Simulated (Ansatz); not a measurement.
# Generalised stacking fault on (110) of a LiCl-LiBr solid solution (56 atoms) in motion

Wanted: a short trajectory of generalised stacking fault on (110) of a LiCl-LiBr solid solution (56 atoms) with its pair distributions.

Method: Kohn-Sham DFT, PBE, PAW (set soft_2), plane waves, in Ansatz 0.2.0.

**1. Set-up**

The cell holds 56 atoms: 28 Li, 10 Br and 18 Cl. Its edges and angles: a = 7.448 Å, b = 5.266 Å, c = 26.269 Å, α = 90.0°, β = 89.3°, γ = 90.0°. It derives from LiCl and LiBr. Rock-salt LiCl lattice (a = 5.2663 Å, the value set for the mixture), cell with z along [110], 2 x 1 x 7 periods; the third cell vector is tilted by 0.083 of 1/2[1-10] and lengthened by 0.2 Å, so the cell holds one fault; displaced by a Gaussian of 0.01 Å; 10 of 28 Cl sites given to Br at random (lattice constant by Vegard's rule between LiCl and LiBr).

Before any run, some limits are plain. The cell is under 6 Å thick along one periodic direction, so every atom has periodic images of itself close by, which move with it and show among its neighbours and in g(r). The host structure and its lattice constant were typed by rule, without a check against the phase diagram.

**2. Single point at the start**

The forces at the start show how far the geometry lies from a minimum of this functional.

The input, input.yaml:

```yaml
crystal:
  lattice:
    - [7.44767, 0.0, 0.0]
    - [0.0, 5.2663, 0.0]
    - [0.31034, 0.0, 26.26686]
  atoms:
    - { symbol: Li, position: [0.96046, 0.00218, 0.992] }
    - { symbol: Br, position: [0.74691, 0.0014, 0.07085] }
    - { symbol: Li, position: [0.99447, 0.99891, 0.14148] }
    - { symbol: Cl, position: [0.73999, 0.00223, 0.21221] }
    [... 46 atom lines left out ...]
    - { symbol: Li, position: [0.72342, 0.49871, 0.6377] }
    - { symbol: Br, position: [0.4703, 0.49958, 0.70849] }
    - { symbol: Li, position: [0.7174, 0.50001, 0.77954] }
    - { symbol: Br, position: [0.46231, 0.50152, 0.85002] }
    - { symbol: Li, position: [0.71054, 0.49745, 0.92088] }
    - { symbol: Br, position: [0.45781, 0.50399, 0.99235] }
kpoints:
  mp_grid: { grid: [1, 2, 1] }
hamiltonian:
  xc: pbe
scf:
  occupations: { method: fermi_dirac, width: 0.05 }
output:
  forces: true
```

Started as:

```console
ansatz run input.yaml --threads 4 --pin off --max-ram 8192MiB --backend cpu --events-out ev --progress --plain --runs-dir out
```

Run time: 7.7 s. Hardware: 4 threads of Arm Neoverse V2, shared host; peak memory 2.2 GiB.

Read from the output:

```
free energy            : -53087.0163 eV
free energy per atom   : -947.9824 eV/atom
SCF cycles             : 7
r.m.s. force component : 0.09114 eV/Å
longest force          : 0.2928 eV/Å
Fermi energy           : 4.826 eV
```

The r.m.s. force component of 0.091 eV/Å sets the starting point.

Neighbours are counted within 2.93 Å (Li-Cl), 2.90 Å (Li-Br).

Length of the force by element and coordination:

```tsv
element	coordination	atoms	mean length of the force (eV/Å)	spread	least	most
Br	all	10	0.120	0.0842	0.0241	0.293
Br	5	3	0.240	0.043	0.188	0.293
Br	6	7	0.0694	0.0251	0.0241	0.108
Cl	all	18	0.0636	0.0238	0.0314	0.110
Cl	5	1	0.0416	0	0.0416	0.0416
Cl	6	17	0.0648	0.0239	0.0314	0.110
Li	all	28	0.177	0.0886	0.0096	0.269
Li	5	4	0.231	0.0158	0.208	0.251
Li	6	24	0.168	0.0924	0.0096	0.269
```

**3. Dynamics started at 400 K**

A Nosé–Hoover thermostat steers the temperature while disturbing the dynamics little. The time step is 1.0 fs.

Edit input.yaml of step 2 so:

```diff
@@ -15 +15,8 @@
   forces: true
+md:
+  timestep: 1.0
+  n_steps: 86
+  ensemble: nvt_nose_hoover
+  temperature: 400
+  initial_velocities: maxwell_boltzmann
+  seed: 1743
```

The job ended after 6.1 min (4 threads; peak memory 2.4 GiB).

The program notes that it switched symmetry off.

The trajectory, sampled:

```tsv
time (fs)	T (K)	potential (meV/atom)	conserved (meV/atom)
0.0	400	0.0	0.00
6.0	383	2.2	0.00
11.0	357	5.4	0.00
17.0	319	10.4	0.00
23.0	277	15.8	0.00
29.0	236	21.1	0.01
34.0	208	24.9	0.01
40.0	184	28.2	0.01
46.0	174	29.8	0.01
52.0	177	29.8	0.01
57.0	186	29.1	0.01
63.0	201	27.9	0.00
69.0	217	26.6	0.00
75.0	231	25.7	0.00
80.0	239	25.4	0.00
86.0	245	25.5	0.01
```

Mean square displacement from the first frame to the last: Li 0.12 Å², Br 0.060 Å², Cl 0.065 Å².

Mean square displacement against time lag:

```tsv
time lag (fs)	Br (Å²)	Cl (Å²)	Li (Å²)
1.0	1.1e-5	1.8e-5	7.4e-5
2.0	4.2e-5	7.3e-5	2.9e-4
4.0	1.7e-4	2.9e-4	0.00116
6.0	3.8e-4	6.4e-4	0.00258
8.0	6.8e-4	0.00112	0.00453
9.0	8.6e-4	0.00141	0.00569
11.0	0.00129	0.00207	0.00836
13.0	0.00179	0.00284	0.0115
15.0	0.00239	0.00371	0.0150
16.0	0.00271	0.00418	0.0169
18.0	0.00343	0.00519	0.0209
20.0	0.00423	0.00628	0.0252
22.0	0.00510	0.00745	0.0297
23.0	0.00557	0.00805	0.0321
25.0	0.00657	0.00931	0.0369
27.0	0.00764	0.0106	0.0418
29.0	0.00879	0.0120	0.0467
30.0	0.00939	0.0127	0.0492
32.0	0.0106	0.0141	0.0541
34.0	0.0120	0.0155	0.0590
36.0	0.0134	0.0169	0.0638
37.0	0.0141	0.0177	0.0661
39.0	0.0156	0.0192	0.0707
41.0	0.0172	0.0206	0.0750
43.0	0.0188	0.0222	0.0791
```

Over the second half of 86 fs the temperature averages 206 K, rising from about 176 to 239 K (means over the first and last quarter of that half). The conserved energy stays within 0.01 meV/atom. From first frame to last Li has the largest mean square displacement, 0.12 Å² at the end; the farthest move is 0.73 Å. The mean temperature of 206 K lies well off the 400 K of the input, so the thermostat hasn't yet brought the run to equilibrium. The count of bonds goes from 168 in the first frame to 164 in the last, by one set of cutoffs: 4 pairs passed out of them and 0 came within. The run spans 0.09 ps, too short for its means to be equilibrium values.

**4. Structure statistics late in the run**

The g(r) is a mean over the second half; what follows it is taken at the last frame.

Bonds before and after, by the cutoffs listed below:

```tsv
pair	bonds before	bonds after	mean before (Å)	mean after (Å)	spread before (Å)	spread after (Å)
Li-Cl	108	104	2.637	2.600	0.038	0.158
Li-Br	60	60	2.648	2.713	0.081	0.168
```

Density 2.63 g/cm³, 18.40 Å³ an atom.

Mean of 16 frames. g(r), total and by pair (bins of 0.2 Å):

```tsv
r (Å)	total	Li-Li	Li-Cl	Li-Br	Cl-Cl	Cl-Br	Br-Br
2.10	0.01	0.00	0.04	0.00	0.00	0.00	0.00
2.30	0.81	0.00	2.42	0.16	0.00	0.00	0.00
2.50	1.97	0.00	4.92	2.21	0.00	0.00	0.00
2.70	2.35	0.00	3.66	6.53	0.00	0.00	0.00
2.90	0.96	0.00	1.63	2.46	0.00	0.00	0.00
3.10	0.17	0.03	0.21	0.53	0.00	0.00	0.00
3.30	0.47	1.39	0.20	0.00	0.30	0.22	0.09
3.50	1.58	3.18	0.00	0.00	3.96	2.95	1.43
3.70	2.16	3.54	0.00	0.00	5.76	4.17	6.30
3.90	1.54	2.58	0.13	0.05	2.67	3.58	4.92
4.10	0.63	1.41	0.14	0.44	0.29	0.97	0.53
4.30	0.68	0.35	1.20	0.99	0.14	0.10	0.00
4.50	0.98	0.15	2.08	1.52	0.04	0.00	0.00
4.70	0.71	0.11	1.29	1.46	0.04	0.00	0.00
4.90	0.43	0.24	0.56	0.79	0.18	0.31	0.00
5.10	0.39	0.64	0.17	0.30	0.51	0.57	0.00
5.30	0.95	1.47	0.25	0.10	2.37	1.18	3.31
5.50	0.71	0.39	1.11	0.86	0.19	0.66	0.21
5.70	1.34	0.36	2.65	2.12	0.02	0.14	0.00
5.90	1.71	0.34	3.19	3.22	0.10	0.10	0.00
6.10	1.66	1.43	2.04	2.52	1.16	0.53	0.46
6.30	1.56	1.93	0.78	1.01	2.38	2.67	2.97
6.50	1.39	2.21	0.17	0.18	2.99	3.01	2.82
6.70	0.77	1.48	0.03	0.00	1.44	1.79	1.33
6.90	0.30	0.81	0.00	0.00	0.29	0.40	0.64
7.10	0.19	0.51	0.00	0.01	0.31	0.27	0.06
7.30	0.47	0.93	0.08	0.10	0.84	0.79	0.40
7.50	0.95	1.11	0.56	0.56	1.58	1.41	2.00
```

Bonds by pair of elements; cutoffs follow the first minimum of g(r), held within bounds set by covalent radii, and pairs that aren't listed don't count as bonded:

```tsv
pair A-B	cutoff (Å)	bonds	mean length (Å)	spread (Å)	shortest (Å)	B about A	A about B
Li-Cl	3.06	104	2.6	0.158	2.25	3.71	5.78
Li-Br	3.3	60	2.71	0.168	2.33	2.14	6
```

How many atoms have how many bonded neighbours:

```tsv
element	mean	5	6
Br	6	0	10
Cl	5.78	4	14
Li	5.86	4	24
```

Bond angles, per cent of each kind in bins of 5°:

```tsv
angle (°)	Li-Cl-Li	Br-Li-Cl	Cl-Li-Cl	Li-Br-Li	Br-Li-Br
70–75	0.0	0.6	0.0	1.3	1.7
75–80	2.8	0.6	2.4	4.7	6.9
80–85	13.2	15.7	12.9	15.3	13.8
85–90	24.0	20.9	24.1	20.0	29.3
90–95	22.0	22.7	21.8	16.7	17.2
95–100	15.6	16.9	12.9	15.3	5.2
100–105	2.4	2.9	4.7	6.0	5.2
105–110	0.0	0.6	0.6	0.7	0.0
110–115	0.0	0.0	0.0	0.0	0.0
115–120	0.0	0.0	0.0	0.0	0.0
120–125	0.0	0.0	0.0	0.0	0.0
125–130	0.0	0.0	0.0	0.0	0.0
130–135	0.0	0.0	0.0	0.0	0.0
135–140	0.0	0.0	0.0	0.0	0.0
140–145	0.0	0.0	0.0	0.0	0.0
145–150	0.0	0.0	0.0	0.0	0.0
150–155	0.0	0.0	0.0	0.0	0.0
155–160	0.4	0.6	0.0	1.3	3.5
160–165	2.0	0.6	2.9	2.7	3.5
165–170	5.6	7.6	5.3	8.0	10.3
170–175	7.2	5.2	8.8	6.7	3.5
175–180	4.8	5.2	3.5	1.3	0.0
```

Bond angles (no mean is given where the spread exceeds 20°):

```tsv
angle	count	mean (°)	spread (°)
Li-Cl-Li	250	-	-
Br-Li-Cl	172	-	-
Cl-Li-Cl	170	-	-
Li-Br-Li	150	-	-
Br-Li-Br	58	-	-
```

Bond length by coordination (bonds to H left out):

```tsv
element	coordination	atoms	mean bond length (Å)
Cl	5	4	2.55
Cl	6	14	2.61
Li	5	4	2.63
Li	6	24	2.64
```

Counting bonds as in the table, all Br atoms have 6, 78 % of Cl atoms have 6 and 86 % of Li atoms have 6 bonded neighbours.

**5. Single point at the last frame**

The last frame is solved once more, with the analyses that the dynamics left out.

The input, input.yaml:

```yaml
crystal:
  lattice:
    - [7.44767, 0.0, 0.0]
    - [0.0, 5.2663, 0.0]
    - [0.31034, 0.0, 26.26686]
  atoms:
    - { symbol: Li, position: [0.99305, 0.99631, 0.98824] }
    - { symbol: Br, position: [0.76207, 0.97843, 0.06605] }
    - { symbol: Li, position: [0.00319, 0.00783, 0.15677] }
    - { symbol: Cl, position: [0.75824, 0.02746, 0.21291] }
    [... 46 atom lines left out ...]
    - { symbol: Li, position: [0.72777, 0.50333, 0.63322] }
    - { symbol: Br, position: [0.47758, 0.54422, 0.70164] }
    - { symbol: Li, position: [0.72156, 0.53755, 0.7777] }
    - { symbol: Br, position: [0.46199, 0.48987, 0.84346] }
    - { symbol: Li, position: [0.74659, 0.54948, 0.91731] }
    - { symbol: Br, position: [0.4861, 0.46393, 0.99409] }
kpoints:
  mp_grid: { grid: [2, 3, 1] }
hamiltonian:
  xc: pbe
scf:
  occupations: { method: fermi_dirac, width: 0.05 }
output:
  forces: true
  stress: true
  populations: true
  dos:
    method: { smearing: { sigma: 0.1 } }
    de: 0.1
    projected: { site_lists: { Br: [Br], Cl: [Cl], Li: [Li] } }
  eigenvalues: true
  write_density: true
  write_potential: true
  volumetric_format: npy
  elf: true
```

Elapsed: 51 s, on 4 threads; peak memory 3 GiB; 2.8 min of CPU time.

The run gave:

```
free energy                                      : -53087.9822 eV
free energy per atom                             : -947.9997 eV/atom
SCF cycles                                       : 7
pressure                                         : 1.247 GPa
r.m.s. force component                           : 0.2467 eV/Å
longest force                                    : 0.9834 eV/Å
Fermi energy                                     : 4.896 eV
gap (highest filled to lowest empty level) : 4.991 eV
spilling of the projection                       : 0.006408
```

Neighbours are counted within 3.06 Å (Li-Cl), 3.30 Å (Li-Br), the cutoffs taken from the dynamics.

Length of the force by element and coordination:

```tsv
element	coordination	atoms	mean length of the force (eV/Å)	spread	least	most
Br	all	10	0.565	0.245	0.167	0.983
Cl	all	18	0.431	0.175	0.15	0.967
Cl	5	4	0.416	0.0452	0.366	0.488
Cl	6	14	0.435	0.197	0.15	0.967
Li	all	28	0.256	0.159	0.0175	0.642
Li	5	4	0.399	0.179	0.181	0.641
Li	6	24	0.233	0.142	0.0175	0.642
```

Löwdin charges by element and coordination (they lack the spilled electrons, 0.032 e an atom on average):

```tsv
element	coordination	atoms	mean charge (e)	spread	least	most
Br	all	10	-0.547	0.0052	-0.554	-0.538
Cl	all	18	-0.629	0.0042	-0.637	-0.622
Cl	5	4	-0.633	0.0027	-0.637	-0.63
Cl	6	14	-0.627	0.0036	-0.635	-0.622
Li	all	28	0.664	0.0134	0.632	0.692
Li	5	4	0.659	0.0193	0.642	0.692
Li	6	24	0.664	0.012	0.632	0.685
```

States in the cell by windows of 1 eV, zero at the Fermi level; the larger projections on atomic orbitals stand beside the total:

```tsv
from (eV)	to (eV)	total	Cl p	Br p	Li s	Cl s	Br s
-18	-17	0.0	0.0	0.0	0.0	0.0	0.0
-17	-16	27.7	0.0	0.0	3.1	21.6	2.9
-16	-15	28.3	0.0	0.0	1.4	11.7	15.1
-15	-7	0.0	0.0	0.0	0.0	0.0	0.0
-7	-6	2.6	2.0	0.4	0.2	0.0	0.0
-6	-5	49.4	32.7	12.3	3.5	0.3	0.2
-5	-4	51.8	35.9	13.8	1.2	0.2	0.1
-4	-3	57.9	31.5	25.3	0.4	0.1	0.0
-3	-2	6.2	1.1	5.0	0.0	0.0	0.0
-2	2	0.0	0.0	0.0	0.0	0.0	0.0
2	3	0.8	0.0	0.0	0.5	0.1	0.1
3	4	16.0	0.5	0.4	6.3	0.7	0.6
4	5	36.8	0.8	0.5	12.6	0.6	0.4
```

The stored curve holds about 224 of the 280 electrons; the rest, give or take the few that broadening carries across the Fermi level, lie in deeper levels below its range.

The levels nearest the highest filled one (over half full), pooled over k-points and spins:

```tsv
level less the highest filled one (eV)	occupation
-0.352	2
-0.274	2
-0.259	2
-0.258	2
-0.104	2
0	2
4.99	0
5.35	0
5.53	0
5.75	0
5.81	0
5.84	0
```

Mean Löwdin charges: Br -0.55, Cl -0.63, Li +0.66 e (they miss 0.64 % of the electrons, so they add up to more than the cell's charge). The largest share in the top eV of filled states is Br p (62 % of the projected weight), and in the lowest eV of empty states Li s (71 % of the projected weight).

1 further run on a deliberately doubtful input is not shown.

**6. Outcome**

- mean temperature, second half: 206.3 K
- temperature swing, second half: 25.39 K
- slope of the conserved energy against time, by least squares: 0.0407 meV/atom/ps
- free energy per atom: -947.9997 eV/atom
- density: 2.63 g/cm³
- pressure: 1.247 GPa
- r.m.s. force component: 0.2467 eV/Å
- gap (highest filled to lowest empty level): 4.991 eV
- wall time of the 4 DFT runs, those left out included: 8.1 min

What this shows: Over the second half of 86 fs the temperature averages 206 K, rising from about 176 to 239 K (means over the first and last quarter of that half). The conserved energy stays within 0.01 meV/atom. The mean temperature of 206 K lies well off the 400 K of the input, so the thermostat hasn't yet brought the run to equilibrium. The count of bonds goes from 168 in the first frame to 164 in the last, by one set of cutoffs: 4 pairs passed out of them and 0 came within. The run spans 0.09 ps, too short for its means to be equilibrium values. Counting bonds as in the table, all Br atoms have 6, 78 % of Cl atoms have 6 and 86 % of Li atoms have 6 bonded neighbours. Between filled and empty levels lie 4.99 eV on the run's k-points; the mesh holds the band edges only if they fold onto it, so the gap at this level can be narrower or closed, while semilocal functionals tend to narrow gaps against experiment.

Caveats: The dynamics ran on a 1×2×1 mesh and the single point on 2×3×1, so their forces and energies differ by that too. The pressure of a single frame lacks the kinetic term, about 0.15 GPa here.

[Logs are printed without paths, hosts, clocks, repeated set-up lines and the standing remarks that a program may print on its own settings, such as how far it seeks lower states.]

[Hosts, paths, dates, database ids (printed as entryN), source tags and the programs' standing remarks are cut or masked in the printed files.]
